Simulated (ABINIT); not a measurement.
# Be3N2 (R3m): G0W0 with ABINIT, start to end, part 2 of 3

Wanted: ground state, empty states, screening and self-energy for Be3N2 (R3m).

ABINIT 10.8.3; PBEsol and many-body steps on it, plane waves. Known limits of the many-body steps: not at the basis limit.

So far. Step 2 (Ground state): The gap is indirect, with the least direct gap 1.07 eV higher.

## Step 3: Bands along the symmetry lines

Level of this step: DFT, PBEsol, plane waves, norm-conserving pseudopotentials (ABINIT).

Levels along a band path, at the cheap level, show where the edges lie and whether the meshes to come will hold them.

File run.abi:

```
acell 3*1.0 Angstrom
rprim 
  1.419805055509 0.819724830995 4.866215662800
  -1.419805055509 0.819724830995 4.866215662800
  -0.000000000000 -1.639449661990 4.866215662800
ntypat 2
znucl 4 7
natom 5
typat 1 1 1 2 2
xred 
  0.859001080000 0.859001080000 0.859001080000
  0.317694560000 0.317694560000 0.317694560000
  0.088806770000 0.088806770000 0.088806770000
  0.204162680000 0.204162680000 0.204162680000
  0.708434910000 0.708434910000 0.708434910000
pp_dirpath "pseudos"
pseudos "Be.upf, N.upf"
ecut 38
iscf -2
irdden 1
kptopt 0
nkpt 59
kpt 
  0.00000000 0.00000000 0.00000000
  -0.06250000 -0.06250000 -0.06250000
  -0.12500000 -0.12500000 -0.12500000
  -0.18750000 -0.18750000 -0.18750000
  -0.25000000 -0.25000000 -0.25000000
  -0.31250000 -0.31250000 -0.31250000
  -0.37500000 -0.37500000 -0.37500000
  -0.43750000 -0.43750000 -0.43750000
  -0.50000000 -0.50000000 -0.50000000
  -0.50000000 -0.46069801 -0.53930199
  -0.50000000 -0.42139603 -0.57860398
  -0.50000000 -0.38209404 -0.61790596
  -0.50000000 -0.34279205 -0.65720795
  -0.50000000 -0.30349006 -0.69650994
  -0.50000000 -0.26418808 -0.73581192
  -0.50000000 -0.22488609 -0.77511391
  -0.50000000 -0.18558410 -0.81441590
  -0.18558410 0.18558410 -0.50000000
  -0.16238609 0.16238609 -0.50000000
  -0.13918807 0.13918807 -0.50000000
  -0.11599006 0.11599006 -0.50000000
  -0.09279205 0.09279205 -0.50000000
  -0.06959404 0.06959404 -0.50000000
  -0.04639603 0.04639603 -0.50000000
  -0.02319801 0.02319801 -0.50000000
  0.00000000 0.00000000 -0.50000000
  0.00000000 0.00000000 -0.43750000
  0.00000000 0.00000000 -0.37500000
  0.00000000 0.00000000 -0.31250000
  0.00000000 0.00000000 -0.25000000
  0.00000000 0.00000000 -0.18750000
  0.00000000 0.00000000 -0.12500000
  0.00000000 0.00000000 -0.06250000
  0.00000000 0.00000000 0.00000000
  0.00000000 0.04284901 -0.04284901
  0.00000000 0.08569801 -0.08569801
  0.00000000 0.12854702 -0.12854702
  0.00000000 0.17139603 -0.17139603
  0.00000000 0.21424503 -0.21424503
  0.00000000 0.25709404 -0.25709404
  0.00000000 0.29994304 -0.29994304
  0.00000000 0.34279205 -0.34279205
  -0.34279205 0.00000000 -0.65720795
  -0.36244304 0.00000000 -0.63755696
  -0.38209404 0.00000000 -0.61790596
  -0.40174503 0.00000000 -0.59825497
  -0.42139603 0.00000000 -0.57860398
  -0.44104702 0.00000000 -0.55895298
  -0.46069801 0.00000000 -0.53930199
  -0.48034901 0.00000000 -0.51965099
  -0.50000000 0.00000000 -0.50000000
  -0.43750000 0.00000000 -0.43750000
  -0.37500000 0.00000000 -0.37500000
  -0.31250000 0.00000000 -0.31250000
  -0.25000000 0.00000000 -0.25000000
  -0.18750000 0.00000000 -0.18750000
  -0.12500000 0.00000000 -0.12500000
  -0.06250000 0.00000000 -0.06250000
  0.00000000 0.00000000 0.00000000
istwfk *1
nband 22
nbdbuf 6
tolwfr 1e-07
nstep 50
prtwf 0
prtvol 0
indata_prefix "in"
outdata_prefix "out"
tmpdata_prefix "tmp"
```

The run is started by

```console
$ OMP_NUM_THREADS=1 mpirun -n 4 abinit run.abi > log
```

Numbers of over 12 decimals in the logs are rounded to 6 here.

The program printed:

```text
.Version 10.8.3 of ABINIT. v10.8.2 released Aug 2026.

 Symmetries : space group R3 m (#160); Bravais hR (rhombohedral)
[... echo of the input left out ...]
== DATASET  1 ==================================================================
-   mpi_nproc: 4, omp_nthreads: 1 (-1 if OMP is not activated)

--- !DatasetInfo
iteration_state: {dtset: 1, }
dimensions: {natom: 5, nkpt: 59, mband: 22, nsppol: 1, nspinor: 1, nspden: 1, mpw: 2596, }
cutoff_energies: {ecut:  38.0, pawecutdg:  -1.0, }
electrons: {nelect:   2.20000000E+01, charge:   0.00000000E+00, occopt:   1.00000000E+00, tsmear:   1.00000000E-02, }

 Real(R)+Recip(G) space primitive vectors, cartesian coordinates (Bohr,Bohr^-1):
 R(1)=  2.6830427  1.5490554  9.1958149  G(1)=  0.1863556  0.1075924  0.0362484
 R(2)= -2.6830427  1.5490554  9.1958149  G(2)= -0.1863556  0.1075924  0.0362484
 R(3)=  0.0000000 -3.0981109  9.1958149  G(3)=  0.0000000 -0.2151849  0.0362484
 Unit cell volume ucvol=  2.2931687E+02 bohr^3
 Angles (23,13,12)=  3.21025619E+01  3.21025619E+01  3.21025619E+01 degrees

 getcut: wavevector=  0.0000  0.0000  0.0000  ngfft=  54  54  54
         ecut(hartree)=     38.000   => boxcut(ratio)=   2.00551

--- Pseudopotential description ------------------------------------------------
- Be Generated using ONCVPSP code by D. R. Hamann
-  4.00000   4.00000  180301                  znucl, zion, pspdat
12 -116133 1 -1 1358                          pspcod,pspxc,lmax,lloc,mmax
     nproj     2     2
  pspatm : epsatm=    3.86291605
         --- l  ekb(1:nproj) -->
             0   -7.966826   -2.672546
             1   -3.431835   -0.651830
 pspatm: atomic psp has been read  and splines computed

- N Generated using ONCVPSP code by D. R. Hamann
-  7.00000   5.00000  180301                  znucl, zion, pspdat
12 -116133 1 -1 1058                          pspcod,pspxc,lmax,lloc,mmax
     nproj     2     2
  pspatm : epsatm=    5.26508482
         --- l  ekb(1:nproj) -->
             0    7.464189    0.625868
[...]
pspatm: atomic psp has been read  and splines computed

--------------------------------------------------------------------------------

================================================================================
 prteigrs : about to open file out_EIG
 Non-SCF case, kpt    1 (  0.00000  0.00000  0.00000), residuals and eigenvalues=
  4.46E-08  4.93E-08  7.99E-09  1.31E-08  4.23E-08  1.65E-08  3.76E-08  7.83E-08
  5.85E-08  1.21E-08  2.35E-08  1.28E-08  1.48E-08  1.52E-08  2.99E-08  8.57E-08
  3.60E-08  9.75E-08  7.38E-08  3.14E-07  6.91E-06  3.10E-06
 -3.3831E+00 -3.3772E+00 -3.3327E+00 -3.9174E-01 -3.1036E-01 -6.9384E-02
  1.6726E-01  1.6726E-01  1.9441E-01  2.1122E-01  2.1122E-01  4.3063E-01
[...]
6.6964E-01  8.0500E-01  8.0500E-01  8.1384E-01
 Non-SCF case, kpt    2 ( -0.06250 -0.06250 -0.06250), residuals and eigenvalues=
[...]
Non-SCF case, kpt    3 ( -0.12500 -0.12500 -0.12500), residuals and eigenvalues=
[...]
6.6910E-01  7.9323E-01  7.9323E-01  8.2264E-01
[...]
Non-SCF case, kpt   58 ( -0.06250  0.00000 -0.06250), residuals and eigenvalues=
[...]
Non-SCF case, kpt   59 (  0.00000  0.00000  0.00000), residuals and eigenvalues=
[...]
--- !ResultsGS
iteration_state: {dtset: 1, }
comment   : Summary of ground state results
lattice_vectors:
- [  2.6830427,   1.5490554,   9.1958149, ]
- [ -2.6830427,   1.5490554,   9.1958149, ]
- [ -0.0000000,  -3.0981109,   9.1958149, ]
lattice_lengths: [   9.70367,    9.70367,    9.70367, ]
lattice_angles: [ 32.103,  32.103,  32.103, ] # degrees, (23, 13, 12)
lattice_volume:   2.2931687E+02
convergence: {deltae:  0.000E+00, res2:  0.000E+00, residm:  9.995E-08, diffor:  0.000E+00, }
etotal    :  -6.25247130E+01
entropy   :   0.00000000E+00
fermie    :   2.11224416E-01
cartesian_stress_tensor: null
pressure_GPa: null
xred      :
- [  8.5900E-01,   8.5900E-01,   8.5900E-01, Be]
- [  3.1769E-01,   3.1769E-01,   3.1769E-01, Be]
- [  8.8807E-02,   8.8807E-02,   8.8807E-02, Be]
- [  2.0416E-01,   2.0416E-01,   2.0416E-01,  N]
- [  7.0843E-01,   7.0843E-01,   7.0843E-01,  N]
cartesian_forces: null
force_length_stats: {min: null, max: null, mean: null, }

 Integrated electronic density in atomic spheres:
 ------------------------------------------------
 Atom  Sphere_radius  Integrated_density
[...]
================================================================================

 ----iterations are completed or convergence reached----

 Mean square residual over all n,k,spin=   43.130E-09; max=  99.946E-09
 reduced coordinates (array xred) for    5 atoms
[...]
0.204162680000      0.204162680000      0.204162680000
       0.708434910000      0.708434910000      0.708434910000

 cartesian coordinates (angstrom) at end:
[...]
4     -0.000000     0.000000     2.980499
    5      0.000000     0.000000    10.342191
 length scales=  1.889726125908  1.889726125908  1.889726125908 bohr
              =  1.000000000000  1.000000000000  1.000000000000 angstroms
 prteigrs : about to open file out_EIG
 Eigenvalues (hartree) for nkpt=  59  k points:
 kpt#   1, nband= 22, wtk=  1.00000, kpt=  0.0000  0.0000  0.0000 (reduced coord)
[...]
kpt#   2, nband= 22, wtk=  1.00000, kpt= -0.0625 -0.0625 -0.0625 (reduced coord)
[...]
kpt#   3, nband= 22, wtk=  1.00000, kpt= -0.1250 -0.1250 -0.1250 (reduced coord)
[...]
kpt#  58, nband= 22, wtk=  1.00000, kpt= -0.0625  0.0000 -0.0625 (reduced coord)
[...]
0.62858    0.64741    0.68970    0.79692    0.79721    0.80531
 kpt#  59, nband= 22, wtk=  1.00000, kpt=  0.0000  0.0000  0.0000 (reduced coord)
  -3.38309   -3.37717   -3.33270   -0.39174   -0.31036   -0.06938    0.16726    0.16726
   0.19441    0.21122    0.21122    0.43063    0.49773    0.51731    0.51731    0.60582
   0.64018    0.64018    0.66964    0.80500    0.80500    0.81384

== END DATASET(S) ==============================================================
================================================================================

 -outvars: echo values of variables after computation  --------
            nband          22
             nkpt          59
          spgroup         160
 [... the other variables as echoed above ...]

 Calculation completed.
```

It took 18 s on 4 MPI ranks of Arm Neoverse V2, shared host; peak memory 0.34 GiB; 72 s of CPU time.

Numbers from this step:

```
gap                        : 2.674 eV
k of the valence top       : 0, 0, 0
k of the conduction bottom : -0.5, 0, -0.5
least direct gap           : 3.740 eV
```

The gap is 2.674 eV, as in the run before at this level.

Electronic bands along the path, in eV, zero at the top of the highest filled band:

```
     point  band 8  band 9  band 10  band 11  band 12  band 13  band 14  band 15
         Γ   -1.20   -0.46     0.00     0.00     5.97     7.80     8.33     8.33
   halfway   -1.11   -1.11    -0.15    -0.15     6.57     8.16     8.68     8.68
         T   -0.98   -0.98    -0.34    -0.34     6.92     8.73     9.10     9.10
   halfway   -3.96   -2.41    -1.66    -1.30     5.79     7.53     9.59    10.01
        H2   -4.76   -3.73    -3.01    -1.84     5.00     6.78     9.96    11.64
jump to H0   -4.76   -3.73    -3.01    -1.84     5.00     6.78     9.96    11.64
   halfway   -4.14   -3.87    -3.37    -2.16     6.15     7.42     9.18    11.20
         L   -3.72   -3.10    -3.01    -2.09     5.43     6.56    10.28    10.42
   halfway   -2.86   -2.23    -1.19    -1.06     6.68     7.38     9.58    10.21
         Γ   -1.20   -0.46     0.00     0.00     5.97     7.80     8.33     8.33
   halfway   -3.55   -3.11    -2.07    -0.65     7.11     7.98     9.44     9.78
        S0   -4.91   -3.70    -3.06    -1.89     5.07     7.10     9.38    11.98
jump to S2   -4.91   -3.70    -3.06    -1.89     5.07     7.10     9.38    11.98
   halfway   -4.64   -3.33    -2.24    -1.29     3.65     7.90     8.57     9.90
         F   -3.51   -3.50    -1.34    -1.07     2.67     7.64     8.82     9.60
   halfway   -3.15   -2.52    -0.78    -0.75     5.93     7.65     9.47     9.92
         Γ   -1.20   -0.46     0.00     0.00     5.97     7.80     8.33     8.33
```

## Step 4: Empty states on the mesh, 4×4×4 mesh, 91 bands

The sums over transitions need many empty states on a uniform mesh; this step solves for them.

File run.abi:

```
acell 3*1.0 Angstrom
rprim 
  1.419805055509 0.819724830995 4.866215662800
  -1.419805055509 0.819724830995 4.866215662800
  -0.000000000000 -1.639449661990 4.866215662800
ntypat 2
znucl 4 7
natom 5
typat 1 1 1 2 2
xred 
  0.859001080000 0.859001080000 0.859001080000
  0.317694560000 0.317694560000 0.317694560000
  0.088806770000 0.088806770000 0.088806770000
  0.204162680000 0.204162680000 0.204162680000
  0.708434910000 0.708434910000 0.708434910000
pp_dirpath "pseudos"
pseudos "Be.upf, N.upf"
ecut 38
ngkpt 4 4 4
nshiftk 1
shiftk 0 0 0
kptopt 1
chksymbreak 0
irdden 1
istwfk *1
nband 91
prtvol 0
optdriver 6
gwr_task "HDIAGO"
paral_kgb 0
occopt 1
indata_prefix "in"
outdata_prefix "out"
tmpdata_prefix "tmp"
```

The program printed:

```text
[banner, memory and clock lines left out]
.Version 10.8.3 of ABINIT. v10.8.2 released Aug 2026.

 Symmetries : space group R3 m (#160); Bravais hR (rhombohedral)
[... echo of the input left out ...]
== DATASET  1 ==================================================================
-   mpi_nproc: 4, omp_nthreads: 1 (-1 if OMP is not activated)

--- !DatasetInfo
iteration_state: {dtset: 1, }
dimensions: {natom: 5, nkpt: 13, mband: 91, nsppol: 1, nspinor: 1, nspden: 1, mpw: 2590, }
cutoff_energies: {ecut:  38.0, pawecutdg:  -1.0, }
electrons: {nelect:   2.20000000E+01, charge:   0.00000000E+00, occopt:   1.00000000E+00, tsmear:   1.00000000E-02, }

.Using double precision arithmetic; gwpc =  8

- Reading GS density from: in_DEN

--- Pseudopotential description ------------------------------------------------
- Be Generated using ONCVPSP code by D. R. Hamann
-  4.00000   4.00000  180301                  znucl, zion, pspdat
12 -116133 1 -1 1358                          pspcod,pspxc,lmax,lloc,mmax
     nproj     2     2
  pspatm : epsatm=    3.86291605
         --- l  ekb(1:nproj) -->
             0   -7.966826   -2.672546
             1   -3.431835   -0.651830
 pspatm: atomic psp has been read  and splines computed

- N Generated using ONCVPSP code by D. R. Hamann
-  7.00000   5.00000  180301                  znucl, zion, pspdat
12 -116133 1 -1 1058                          pspcod,pspxc,lmax,lloc,mmax
     nproj     2     2
  pspatm : epsatm=    5.26508482
         --- l  ekb(1:nproj) -->
             0    7.464189    0.625868
             1   -4.309714   -1.012941
 pspatm: atomic psp has been read  and splines computed

   4.86616192E+02                                ecore*ucvol(ha*bohr**3)

 Total charge density [el/Bohr^3]
)     Maximum=    4.5370E+00  at reduced coord.    0.8519    0.8519    0.8704
)     Minimum=    9.0045E-03  at reduced coord.    0.4630    0.4630    0.4630
   Integrated=    2.2000E+01

 === KS gaps after direct diagonalization ===
 Indirect band gap semiconductor
 Fundamental gap:     2.674 (eV)
   VBM:     5.748 (eV) at k: [ 0.0000E+00,  0.0000E+00,  0.0000E+00]
   CBM:     8.421 (eV) at k: [ 5.0000E-01,  5.0000E-01,  0.0000E+00]
 Direct gap:         3.740 (eV) at k: [ 5.0000E-01,  5.0000E-01,  0.0000E+00]

== END DATASET(S) ==============================================================

 -outvars: echo values of variables after computation  --------
           etotal      0.0000000000E+00
            nband          91
             nkpt          13
          spgroup         160
 [... the other variables as echoed above ...]

 Calculation completed.
```

Run time: 57 s. Hardware: 4 MPI ranks; peak memory 1.7 GiB; 3.8 min of CPU time.

Numbers from this step:

```yaml
gap: 2.674 eV
k_of_the_valence_top: 0, 0, 0
k_of_the_conduction_bottom: 0.5, 0.5, 0
least_direct_gap: 3.740 eV
k_points_computed: 13
lowest_point_of_the_top_converged_band_above_the_valence_top: 80.7825 eV
```

On this mesh the gap is 2.674 eV.

## Step 5: Screening, 4×4×4 mesh, 83 bands, screening to 130.6 eV

The RPA dielectric matrix is built and inverted for each q.

This step: RPA screening on PBEsol, plane waves, norm-conserving pseudopotentials.

run.abi, as its differences from that of step 4:

```diff
@@ -23,10 +23,11 @@
 chksymbreak 0
-irdden 1
 istwfk *1
-nband 91
-prtvol 0
-optdriver 6
-gwr_task "HDIAGO"
-paral_kgb 0
 occopt 1
+irdwfk 1
+optdriver 3
+nband 83
+ecuteps 4.8
+inclvkb 2
+awtr 1
+symchi 1
 indata_prefix "in"
```

The program printed:

```text
.Version 10.8.3 of ABINIT. v10.8.2 released Aug 2026.

 Symmetries : space group R3 m (#160); Bravais hR (rhombohedral)
[... echo of the input left out ...]
== DATASET  1 ==================================================================
-   mpi_nproc: 4, omp_nthreads: 1 (-1 if OMP is not activated)

--- !DatasetInfo
iteration_state: {dtset: 1, }
dimensions: {natom: 5, nkpt: 13, mband: 83, nsppol: 1, nspinor: 1, nspden: 1, mpw: 2590, }
cutoff_energies: {ecut:  38.0, pawecutdg:  -1.0, }
electrons: {nelect:   2.20000000E+01, charge:   0.00000000E+00, occopt:   1.00000000E+00, tsmear:   1.00000000E-02, }

 SCREENING: Calculation of the susceptibility and dielectric matrices

 Based on a program developped by R.W. Godby, V. Olevano, G. Onida, and L. Reining.
 Incorporated in ABINIT by V. Olevano, G.-M. Rignanese, and M. Torrent.
.Using double precision arithmetic ; gwpc =  8

[... cell and pseudopotentials left out ...]
--------------------------------------------------------------------------------

 ==== K-mesh for the wavefunctions ====
 Number of points in the irreducible wedge :    13
[... list of points left out ...]
 Together with  6 symmetry operations and time-reversal symmetry
 yields    64 points in the full Brillouin Zone.

 ==== Q-mesh for the screening function ====
 Number of points in the irreducible wedge :    13
[... list of points left out ...]
 Together with  6 symmetry operations and time-reversal symmetry
 yields    64 points in the full Brillouin Zone.

 setmesh: FFT mesh size selected  =    36x   36x   36
          total number of points  =        46656

 vcoul_init : cutoff-mode = AUXILIARY_FUNCTION
 q-points for optical limit:   1
     1)      0.000010    0.000020    0.000030

- screening: taking advantage of time-reversal symmetry
- Maximum band index for partially occupied states nbvw = 11
- Remaining bands to be divided among processors   nbcw = 72
- Number of bands treated by each node ~18

 Number of electrons calculated from density =   22.0000; Expected =   22.0000
 average of density, n =  0.095937
 r_s =    1.3551
 omega_plasma =   29.8778 [eV]

 calculating chi0 at frequencies [eV] :
  1    0.000000E+00    0.000000E+00
  2    0.000000E+00    2.987782E+01

--------------------------------------------------------------------------------
  q-point number  1        q = ( 0.000000, 0.000000, 0.000000) [r.l.u.]
--------------------------------------------------------------------------------
[... chi0 elements left out ...]
 For q-point:  0.000010 0.000020 0.000030
  dielectric constant =   4.8165
  dielectric constant without local fields =   5.2327

  Average fulfillment of the sum rule on Im[epsilon] for q-point    1 :     73.04  [%]
[... wings left out ...]
  q-point number  2        q = ( 0.250000, 0.000000, 0.000000) [r.l.u.]
--------------------------------------------------------------------------------
[... chi0 elements left out ...]
  Average fulfillment of the sum rule on Im[epsilon] for q-point    2 :     79.60  [%]

 [... 11 further q-points ...]
```

Wall time 54 s (4 MPI ranks); peak memory 1.4 GiB; 3.6 min of CPU time.

This step gave:

| Quantity | Value |
| --- | --- |
| ε∞ with local fields, on this mesh, along the program's q direction | 4.816 |
| the same without local fields | 5.233 |
| plasma frequency | 29.88 eV |
| plane waves in the screening matrix | 111 |

Local fields lower ε∞ by 8 %.

[end of part 2 of 3]

[Paths, hosts, dates, memory and timing lines, banners, echoed tables and standing remarks are left out of the program output.]

[Logs are printed without paths, hosts, clocks, repeated set-up lines and the standing remarks that a program may print on its own settings, such as how far it seeks lower states.]

[Runs of the session that timed out or met a known fault of the program may be left out.]

[Hosts, paths, dates, database ids (printed as entryN), source tags and the programs' standing remarks are cut or masked in the printed files.]

[G0W0 gaps are taken among the corrected bands and points alone; a level outside them can change the order at an edge.]

[Where Ansatz stands beside ABINIT at settings called matched, ABINIT's density can come from a denser mesh and the files from another edition; pairs whose starting gaps differed by over 0.03 eV were left out, so agreement reads better than it is.]
